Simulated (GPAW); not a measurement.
# The F K excitation threshold of KF (Carobbiite, Fm-3m) under uniform strain

For each volume the threshold was computed as E(hole) − E(ground) plus the lowest empty eigenvalue of the hole cell (GPAW, PBE, 12-atom cell, total energies on 3×2×3 k points, the eigenvalue on 3×3×3, hole spin-paired). The values are raw, 10 eV above the value with the free atom's term for the hole's spin taken off; only their change is used. The threshold is the spectrum's zero, where absorption may be weak, not the visible edge.

| volume | ln(V/V₀) | threshold (eV) |
| --- | --- | --- |
| V × 0.94 | -0.06188 | 694.751 |
| V × 0.97 | -0.03046 | 694.584 |
| V × 1 | +0.00000 | ? |
| V × 1.03 | +0.02956 | 694.278 |

**Question.** Fit a straight line in ln(V/V₀), give its slope, and predict the threshold at V × 1.

The means of the given rows are x̄ = -0.02093 and Ē = 694.538 eV. Σ(x − x̄)(E − Ē) = -0.02229 and Σ(x − x̄)² = 0.004317, so the slope is -5.16 eV, and the line passes the given rows within 0.003 eV. At x = +0.00000 it gives 694.538 + (-5.16) × (+0.02093) = 694.430 eV. The run gives 694.427 eV, a miss of +0.003 eV over a total move of -0.473 eV. The slope is the clamped-ion volume deformation potential of the lowest empty level of the hole cell on this mesh (the hole may pull it below the band edge) against the F 1s level, with the hole's relaxation included: the threshold falls by 0.052 eV for 1 % of expansion. The charged cell's image error also scales with the cell's size and isn't taken out.

[Hosts, paths, dates, database ids (printed as entryN), source tags and the programs' standing remarks are cut or masked in the printed files.]

[Lists of maxima count a maximum above −3 eV only where it reaches 4 % of the highest in the window and stands out from its surroundings by 2 % of it (1.5 % where it reaches 55 %); shoulders and weaker maxima are passed over, and of the rest the first, up to two pre-edge ones and the few strongest are named.]
